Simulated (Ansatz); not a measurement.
# Lattice dynamics of MgH2 (model cell, started as CdI2 type), part 4 of 4

How does MgH2 (model cell, started as CdI2 type) vibrate, and is this structure a minimum?

Ansatz 0.2.0; DFT LDA, scalar-relativistic, plane waves, PAW.

So far, highest frequency on the path or at a solved wavevector (cm⁻¹): step 6 (the dispersion) 1221. The relaxed cell has a = 2.967, c = 4.185 Å (conventional setting).

The structure was built from a prototype and need not be the compound's stable phase.

### 7. Finite displacements in a supercell

Finite displacements in a 2×2×2 supercell give force constants from forces alone. They are exact at the wavevectors that the supercell holds, where they check the linear-response result.

input.yaml

```yaml
crystal:
  lattice:
    - [2.9672161251, 0.0, 0.0]
    - [-1.4836080626, 2.5696845428, 0.0]
    - [0.0, 0.0, 4.1852422122]
  atoms:
    - { symbol: Mg, position: [0.0, 0.0, 0.0] }
    - { symbol: H, position: [0.3333333333, 0.6666666667, 0.2233549513] }
    - { symbol: H, position: [0.6666666667, 0.3333333333, 0.7766450487] }
kpoints:
  mp_grid: { grid: [10, 10, 8] }
hamiltonian:
  xc: lda
scf:
  occupations: { method: fixed }
output:
  eigenvalues: true
phonons:
  method: fd
  supercell: [2, 2, 2]
  temperatures: { t_max: 1000, t_step: 50 }
  qpath:
    path:
      - [[0.0, 0.0, 0.0], [0.5, 0.0, 0.0], [0.33333333, 0.33333333, 0.0], [0.0, 0.0, 0.0], [0.0, 0.0, 0.5], [0.5, 0.0, 0.5], [0.33333333, 0.33333333, 0.5], [0.0, 0.0, 0.5]]
      - [[0.5, 0.0, 0.5], [0.5, 0.0, 0.0]]
      - [[0.33333333, 0.33333333, 0.5], [0.33333333, 0.33333333, 0.0]]
    npoints: 10
  non_analytic_term:
    high_frequency_dielectric_tensor: [[4.2049, 0.0, 0.0], [0.0, 4.2049, 0.0], [0.0, 0.0, 3.4571]]
    born_effective_charges:
      - { species: Mg, tensor: [[1.9331, 0.0, 0.0], [0.0, 1.9331, 0.0], [0.0, 0.0, 1.2197]] }
      - { species: H, tensor: [[-0.9666, 0.0, 0.0], [0.0, -0.9666, 0.0], [0.0, 0.0, -0.6098]] }
      - { species: H, tensor: [[-0.9666, 0.0, 0.0], [0.0, -0.9666, 0.0], [0.0, 0.0, -0.6098]] }
    source: "zone-centre run at this cell"
```

Started as:

```console
ansatz run input.yaml --threads 8 --pin off --max-ram 14336MiB --backend cpu --events-out ev --progress --plain --runs-dir out
```

Numbers of over 12 decimals in the logs are rounded to 6 here.

Log:

```text
[...]
Crystal: 24 atoms, lattice volume = 255.293 Å³
Basis set: ecut = 420 eV, 5007 PW (Γ)
Bands: 72, of which v1, the nominal top of the filled ones, is band 48 counted from 1 (47 counted from 0)
Symmetry: 96 space group operations
k-points: 17 of 100
[...]
SCF iter   1: F=—  HF=-15466.002629 eV  |F-HF|=—  |Δ(HF+E_count)|=         —  Δρ=2.20e-8  dr2=1.96e-12  ethr=1.00e-12  ⟨swp⟩=3.0  Hψ=2935  notcnv=0
[...]
SCF iter   2: F=-15466.002629 eV  HF=-15466.002629 eV  |F-HF|=0.00e0  |Δ(HF+E_count)|=  3.64e-12  Δρ=1.18e-8  dr2=5.74e-13  ethr=1.00e-12  ⟨swp⟩=2.5  Hψ=2125  notcnv=0
SCF 1 converged in 2 iterations: F = -15466.002629 eV  dr2 = 5.74e-13
[...]
Symmetry: 2 space group operations
k-points: 33 of 100 (time reversal used)
[...]
SCF iter   6: F=-15466.002606 eV  HF=-15466.002606 eV  |F-HF|=0.00e0  |Δ(HF+E_count)|=  3.64e-12  Δρ=1.86e-8  dr2=9.32e-13  ethr=1.00e-12  ⟨swp⟩=5.0  Hψ=7781  notcnv=0
SCF 2 converged in 6 iterations: F = -15466.002606 eV  dr2 = 9.32e-13
[...]
SCF iter   6: F=-15466.002618 eV  HF=-15466.002618 eV  |F-HF|=1.82e-12  |Δ(HF+E_count)|=  7.28e-12  Δρ=2.21e-8  dr2=1.20e-12  ethr=1.00e-12  ⟨swp⟩=5.0  Hψ=7788  notcnv=0
SCF 3 converged in 6 iterations: F = -15466.002618 eV  dr2 = 1.20e-12
[...]
SCF iter   3: F=-15466.002618 eV  HF=-15466.002618 eV  |F-HF|=5.46e-12  |Δ(HF+E_count)|=  1.27e-11  Δρ=2.06e-8  dr2=7.42e-13  ethr=1.00e-12  ⟨swp⟩=4.1  Hψ=7979  notcnv=0
SCF 4 converged in 3 iterations: F = -15466.002618 eV  dr2 = 7.42e-13
SCF converged after 2 iterations
Free energy (F): -15466.002629 eV
[...]
Internal energy: -15466.002629 eV  (E = F + TS)
E sigma→0 (E₀):  -15466.002629 eV
Fermi energy:    1.517994 eV
[...]
--- Forces (eV/Å), atoms counted from 1 ---
  atom   1  Mg     0.00000000     0.00000000    -0.00000000
  atom   2  H     -0.00000000    -0.00000000    -0.00001850
  atom   3  H      0.00000000     0.00000000     0.00001850
  atom   4  Mg     0.00000000     0.00000000    -0.00000000
  atom   5  H     -0.00000000    -0.00000000    -0.00001850
  atom   6  H     -0.00000000     0.00000000     0.00001850
  atom   7  Mg     0.00000000     0.00000000     0.00000000
  atom   8  H      0.00000000    -0.00000000    -0.00001850
  atom   9  H      0.00000000     0.00000000     0.00001850
  atom  10  Mg     0.00000000    -0.00000000     0.00000000
  atom  11  H      0.00000000    -0.00000000    -0.00001850
  atom  12  H      0.00000000     0.00000000     0.00001850
  atom  13  Mg     0.00000000     0.00000000     0.00000000
  atom  14  H     -0.00000000    -0.00000000    -0.00001850
  atom  15  H      0.00000000    -0.00000000     0.00001850
  atom  16  Mg     0.00000000    -0.00000000     0.00000000
  atom  17  H     -0.00000000     0.00000000    -0.00001850
  atom  18  H      0.00000000     0.00000000     0.00001850
  atom  19  Mg     0.00000000    -0.00000000    -0.00000000
  atom  20  H     -0.00000000     0.00000000    -0.00001850
  atom  21  H      0.00000000    -0.00000000     0.00001850
  atom  22  Mg     0.00000000    -0.00000000    -0.00000000
  atom  23  H     -0.00000000     0.00000000    -0.00001850
  atom  24  H      0.00000000    -0.00000000     0.00001850
  max |Σ_I F_I| component: 3.89e-19 eV/Å
--- Band table (eV; the first three rows and the last of 17) ---
  k-point 0: bands = [... 44 lower, 0.3807, 0.3807, 0.3807, 0.8958, 5.2176, 5.2176, 5.2176, 5.8135, ... 20 higher]
  k-point 1: bands = [... 44 lower, 0.3987, 0.3987, 0.3987, 0.4513, 5.2158, 5.2158, 5.2158, 5.9928, ... 20 higher]
  k-point 2: bands = [... 44 lower, 0.3907, 0.3907, 0.3907, 0.3907, 5.5032, 5.5032, 5.5032, 5.5032, ... 20 higher]
  k-point 16: bands = [... 44 lower, 0.5679, 0.5679, 0.8871, 0.8871, 6.2504, 6.2504, 6.7293, 6.7293, ... 20 higher]
--- Phonons: 3 displaced members + reference (amplitude 0.0025 Å, Σ member SCF iterations 15) ---
  symmetry images taken by strict's conditions (phonons.symmetry_images: auto; settled by a core's charge or kinetic-energy density on sites where symmetry forbids the force that would show it, while other sites can bear one)
  ASR residual: 1.422e-4 → 0.000e0 eV/Å²; symmetrization residual: 3.335e-5 eV/Å²
  largest component of a force at the reference: 1.9e-5 eV/Å
  ASR residual per site (eV/Å²): 1.42e-4 3.13e-5 3.13e-5
  Γ frequencies (cm⁻¹): 0.00 0.00 0.00 830.83 858.28 858.28 1037.62 1102.30 1102.30
[...]
zero-point energy: 0.414682 eV/cell   skipped modes (ω ≤ 0): 4, of them read as no rigid motion or as one in doubt: 1 (2.170e-4 modes/cell left out, lowest -3.96 cm⁻¹)   left out of the sums: 6.03e-5 of the cell's modes: C_V's classical limit lies that fraction below 3 k_B per atom; for a crystal, a wire or a layer, F and S can be off by more, and a phonons.interpolated_qmesh denser along its periods is the remedy for the sampling
```

The job ended after 13 s (8 threads of Intel Xeon at 2.70GHz, shared host; peak memory 1.2 GiB; 84 s of CPU time).

This step gave:

| Item | Value |
| --- | --- |
| gap on the k-mesh | 3.677 eV |
| atoms in the supercell | 24 |
| sum-rule residual before enforcement | 1.42e-4 eV/Å² |
| lowest frequency on the path | -3.963 cm⁻¹ |
| highest frequency on the path or at a solved wavevector | 1215 cm⁻¹ |

Interpolated from a 2×2×2 supercell, rough between the solved points, with the LO-TO term (at Γ the limit along the path; where Γ stands inside the path, tables give the limit on arrival). Phonon branches along the path, in cm⁻¹:

| point | branch 1 | branch 2 | branch 3 | branch 4 | branch 5 | branch 6 | branch 7 | branch 8 | branch 9 |
| --- | --- | --- | --- | --- | --- | --- | --- | --- | --- |
| Γ | 0 | 0 | 0 | 831 | 858 | 1038 | 1102 | 1102 | 1214 |
| halfway | 88 | 163 | 273 | 828 | 852 | 985 | 1109 | 1117 | 1214 |
| M | 98 | 233 | 395 | 845 | 847 | 918 | 1118 | 1131 | 1202 |
| halfway | 67 | 277 | 383 | 851 | 872 | 909 | 1107 | 1121 | 1203 |
| K | -4 | 345 | 345 | 869 | 869 | 914 | 1103 | 1103 | 1204 |
| halfway | 85 | 200 | 296 | 828 | 865 | 967 | 1089 | 1136 | 1212 |
| Γ | 0 | 0 | 0 | 831 | 858 | 1038 | 1102 | 1102 | 1214 |
| halfway | 32 | 32 | 60 | 870 | 870 | 1023 | 1040 | 1097 | 1097 |
| A | 45 | 45 | 84 | 881 | 881 | 1023 | 1041 | 1091 | 1091 |
| halfway | 131 | 168 | 276 | 862 | 877 | 894 | 1102 | 1111 | 1196 |
| L | 143 | 231 | 393 | 851 | 854 | 875 | 1112 | 1137 | 1187 |
| halfway | 132 | 274 | 379 | 841 | 847 | 907 | 1121 | 1124 | 1176 |
| H | 119 | 340 | 340 | 839 | 839 | 933 | 1119 | 1119 | 1166 |
| halfway | 134 | 203 | 298 | 857 | 872 | 894 | 1081 | 1150 | 1186 |
| A | 45 | 45 | 84 | 881 | 881 | 1023 | 1041 | 1091 | 1091 |
| jump to L | 143 | 231 | 393 | 851 | 854 | 875 | 1112 | 1137 | 1187 |
| halfway | 122 | 232 | 394 | 844 | 860 | 891 | 1122 | 1126 | 1196 |
| M | 98 | 233 | 395 | 845 | 847 | 918 | 1118 | 1131 | 1202 |
| jump to H | 119 | 340 | 340 | 839 | 839 | 933 | 1119 | 1119 | 1166 |
| halfway | 84 | 343 | 343 | 854 | 854 | 923 | 1112 | 1112 | 1186 |
| K | -4 | 345 | 345 | 869 | 869 | 914 | 1103 | 1103 | 1204 |

The phonon branches as a text plot (rows in cm⁻¹):

```
   1190 |*********************       ****************   *********
   1139 |   ********  ******       **  ************* ** ******
   1088 |*****    *************************    *********      ***
   1037 |***                *********                ***
    987 |   **           ***        *                **
    936 |     ***** ** **            *       ****   *      ******
    885 |         *********    **************    **********    **
    834 |***********  *********        *************    *******
    783 |
    733 |
    682 |
    631 |
    580 |
    529 |
    479 |
    428 |
    377 |      ****** **                ****** ***      *****
    326 |    **     **  *              *     ***  *          ****
    275 |   *     **  ** **           *     *   ** *
    225 |     ****      **           *  ****      ***   *****
    174 |  ***            **          **
    123 | **  **           **       ******************  **** *
     72 |*****  ****  *******   *****                ***    * **
     21 |**         **       ******                    *        *
         Γ      M    K       Γ    A       L   H       A|L  M|H  K
```

The phonon density of states has structure finer than the step of the table below, so its rows give means over 25 cm⁻¹, whole bins alone (the curve runs from -5 to 1235 cm⁻¹). Peaks (cm⁻¹: height): 125.0: 0.0181, 235.0: 0.0120, 365.0: 0.0153, 845.0: 0.0466, 1105.0: 0.0343, 1205.0: 0.0224.

Tetrahedra on a 24×24×16 mesh, mean over bins of 10 cm-1. Interpolated from a 2×2×2 supercell, rough between the solved points. The phonon density of states by wavenumber; means over each step:

| wavenumber (cm⁻¹) | phonon density of states (1/cm⁻¹/cell) |
| --- | --- |
| 25 | 6.2e-4 |
| 50 | 0.00284 |
| 75 | 0.00838 |
| 100 | 0.0159 |
| 125 | 0.0166 |
| 150 | 0.00632 |
| 175 | 0.00447 |
| 200 | 0.00602 |
| 225 | 0.00950 |
| 250 | 0.00863 |
| 275 | 0.00663 |
| 300 | 0.00586 |
| 325 | 0.00538 |
| 350 | 0.00854 |
| 375 | 0.0115 |
| 400 | 0.00270 |
| 425 | 0 |
| 450 | 0 |
| 475 | 0 |
| 500 | 0 |
| 525 | 0 |
| 550 | 0 |
| 575 | 0 |
| 600 | 0 |
| 625 | 0 |
| 650 | 0 |
| 675 | 0 |
| 700 | 0 |
| 725 | 0 |
| 750 | 0 |
| 775 | 0 |
| 800 | 0 |
| 825 | 0.0140 |
| 850 | 0.0385 |
| 875 | 0.0297 |
| 900 | 0.0166 |
| 925 | 0.00995 |
| 950 | 0.00437 |
| 975 | 0.00310 |
| 1000 | 0.00224 |
| 1025 | 0.00164 |
| 1050 | 0.00108 |
| 1075 | 0.00678 |
| 1100 | 0.0297 |
| 1125 | 0.0318 |
| 1150 | 0.0125 |
| 1175 | 0.0136 |
| 1200 | 0.0194 |

At Γ the two methods differ by at most 0.0 cm⁻¹.

### 8. What came out

| Property | Result |
| --- | --- |
| space group after relaxation (within 0.01 Å) | P-3m1 |
| volume per atom | 10.6 Å³ |
| gap on the k-mesh | 3.52 eV |
| highest optical mode at the zone centre (no LO-TO term) | 1102 cm⁻¹ |
| top of the zone-centre spectrum with the field | 1214 cm⁻¹ |
| lowest optical zone-centre mode | 831 cm⁻¹ |
| mean high-frequency dielectric constant | 3.96 |
| mean static dielectric constant | 7.35 |
| largest Born charge (third of the trace) | 1.70 e |
| lowest mode on the q mesh (acoustic modes at Γ apart) | 32.0 cm⁻¹ |
| highest frequency on the path or at a solved wavevector | 1221 cm⁻¹ |
| zero-point energy per atom | 138 meV |
| heat capacity at 300 K | 10.9 J/(mol atoms K) |
| vibrational entropy at 300 K | 10.7 J/(mol atoms K) |
| Debye temperature (second moment) | 1562 K |
| imaginary modes on the 3×3×4 q mesh | none |

The structure is a minimum as far as tested: no mode is imaginary at the 10 irreducible wavevectors of the 3×3×4 mesh, and the softest away from the acoustic zeros lies at 32 cm⁻¹. Without the field, the optical modes at Γ span 831 to 1102 cm⁻¹. The highest mode in this list at Γ, 1102.3 cm⁻¹, is mostly motion of H (100 % of the kinetic energy). With the macroscopic field of the longitudinal modes the top of the zone-centre spectrum lies at 1214 cm⁻¹, against 1102 cm⁻¹ without it. Lattice motion raises the mean dielectric constant from 3.956 to 7.352. The strongest infrared line is at 858 cm⁻¹. On the path and the mesh, the widest gap between branches runs from 388 to 791 cm⁻¹. Finite displacements and linear response differ by 0.0 cm⁻¹ in the highest zone-centre mode. The q mesh stands for a supercell only 8.9 Å across, so branches between the solved wavevectors are rough. The program warns that the interpolation holds no quadrupole term, so branches close to Γ can be off in this crystal. The starting cell was built on a prototype and not taken from a measurement, so the phase need not exist. These are harmonic frequencies at zero temperature: anharmonic shifts, linewidths and thermal expansion are left out.

[Logs are printed without paths, hosts, clocks, repeated set-up lines and the standing remarks that a program may print on its own settings, such as how far it seeks lower states.]

[Hosts, paths, dates, database ids (printed as entryN), source tags and the programs' standing remarks are cut or masked in the printed files.]
